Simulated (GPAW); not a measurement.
# O K edge of PbO2 (Fm-3m): cell size and cost

How large a supercell does the O K edge of PbO2 (Fm-3m) need, and what does it cost? The absorber has 4 Pb at 2.34 Å (tetrahedral, site symmetry -43m).

The runs were made apart and are set side by side; the one with the holes farthest apart serves as the reference. All curves get a further Gaussian of 1.5 eV full width, so that line shapes and meshes matter less.

## 1. Cost and result by level

| run | hole distance (Å) | k mesh | core time | raw zero (eV) | zero less the added terms (eV) | r.m.s. from the reference after the best shift (%) |
| --- | --- | --- | --- | --- | --- | --- |
| GPAW LDA, 12 atoms | 5.4 | 6×6×6 | 9.2 min | 532.1 | 523.3 | 4 |
| GPAW LDA, 18 atoms | 6.6 | 4×4×4 | 20 min | 531.9 | 523.1 | - |

Times are from shared hosts. The zero: total-energy differences, less 8.8 eV, the free-atom term for the hole's spin; LDA puts this hole about 4 eV below PBE, itself good to a few eV.

```tsv
E (eV)	GPAW LDA, 12 atoms	GPAW LDA, 18 atoms
-2.00	0.00	0.00
-1.25	0.07	0.04
-0.50	0.47	0.30
0.25	1.27	0.95
1.00	1.41	1.37
1.75	0.63	0.84
2.50	0.11	0.21
3.25	0.05	0.04
4.00	0.23	0.15
4.75	0.73	0.58
5.50	1.30	1.20
6.25	1.69	1.67
7.00	2.08	2.02
7.75	2.19	2.20
8.50	1.63	1.82
9.25	0.88	1.13
10.00	0.43	0.59
10.75	0.27	0.32
11.50	0.27	0.25
12.25	0.37	0.32
13.00	0.56	0.50
13.75	0.77	0.73
14.50	0.94	0.91
15.25	1.10	1.05
16.00	1.28	1.23
16.75	1.39	1.41
17.50	1.36	1.45
18.25	1.27	1.34
19.00	1.19	1.20
19.75	1.10	1.09
20.50	0.96	1.00
21.25	0.77	0.86
22.00	0.60	0.70
22.75	0.51	0.58
23.50	0.49	0.53
24.25	0.51	0.53
25.00	0.53	0.55
25.75	0.56	0.57
26.50	0.61	0.61
27.25	0.71	0.69
28.00	0.84	0.81
28.75	0.98	0.94
29.50	1.06	1.04
30.25	1.06	1.06
31.00	0.98	0.99
31.75	0.87	0.89
```

## 2. Reading

The smallest cell differs from the reference by 4 % r.m.s. after a shift of 0.2 eV at 0.45 of its cost, so it already gives the shape. Its highest intensity below 16 eV lies at 7.5 eV against 7.7 eV. Whether the reference itself is converged wasn't tested.

 Lifetime broadening is put in by hand, and intensities beyond about 20 eV depend on it. Meshes are coarse enough for small ripples in PbO2 (Fm-3m). No gap over 0.35 eV is found on the unit cell's mesh (right for a metal, a fault of the functional for a small-gap or correlated insulator) in PbO2 (Fm-3m) and PbO2 (Fm-3m). Some cells keep the holes under 6.5 Å apart, so shapes are probably not fully converged. The structures are entries of the Materials Project (computed), used as given.

[Logs are printed without paths, hosts, clocks, repeated set-up lines and the standing remarks that a program may print on its own settings, such as how far it seeks lower states.]

[Hosts, paths, dates, database ids (printed as entryN), source tags and the programs' standing remarks are cut or masked in the printed files.]
